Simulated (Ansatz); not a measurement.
# A thicker film of CeO2 (111) from two thinner ones

In a field along its normal an insulating film takes a dipole p. Written as a length, p/(ε₀AE), it should grow by 1 − 1/ε for each ångström added.

How it was computed: Ansatz 0.2.0, plane waves with PAW datasets (its set soft_2), PBE; fluorite films relaxed at a bulk in-plane lattice constant near the measured one, then held in weak fields of both signs with a dipole correction (A is the cell's area, E the outer field).

```
    run  distance between the outer atoms (Å)  p/(ε₀AE) (Å)
2 units                                 4.715         5.613
3 units                                 7.913         8.391
5 units                                14.299             ?
```

**Question.** What value belongs in the row marked “?”, and how far can the other rows tell?

Two rows fix a line: slope = (8.391 − 5.613) / (7.913 − 4.715) = 0.8687, intercept 1.5170. That slope means ε = 1/(1 − 0.8687) = 7.62. At 14.299 it gives 0.8687 × 14.299 + 1.5170 = 13.939 Å, beyond the rows fitted. Rounding of the rows alone allows about ±0.005 Å there; two rows can't show whether the line holds.

The run itself gives 13.940 Å: a miss of +0.001 Å, or 0.0 % of the value. The length is met to within 1 %, though ε is more sensitive than the length: the two thickest films give ε = 7.63.

Caveats: This is the electronic response alone. A unit is one step of the cut along the normal (a plane, a pair of planes or a cell), and the layers relax along it, away from their bulk spacing where the functional's lattice constant differs from the one held.

[Logs are printed without paths, hosts, clocks, repeated set-up lines and the standing remarks that a program may print on its own settings, such as how far it seeks lower states.]
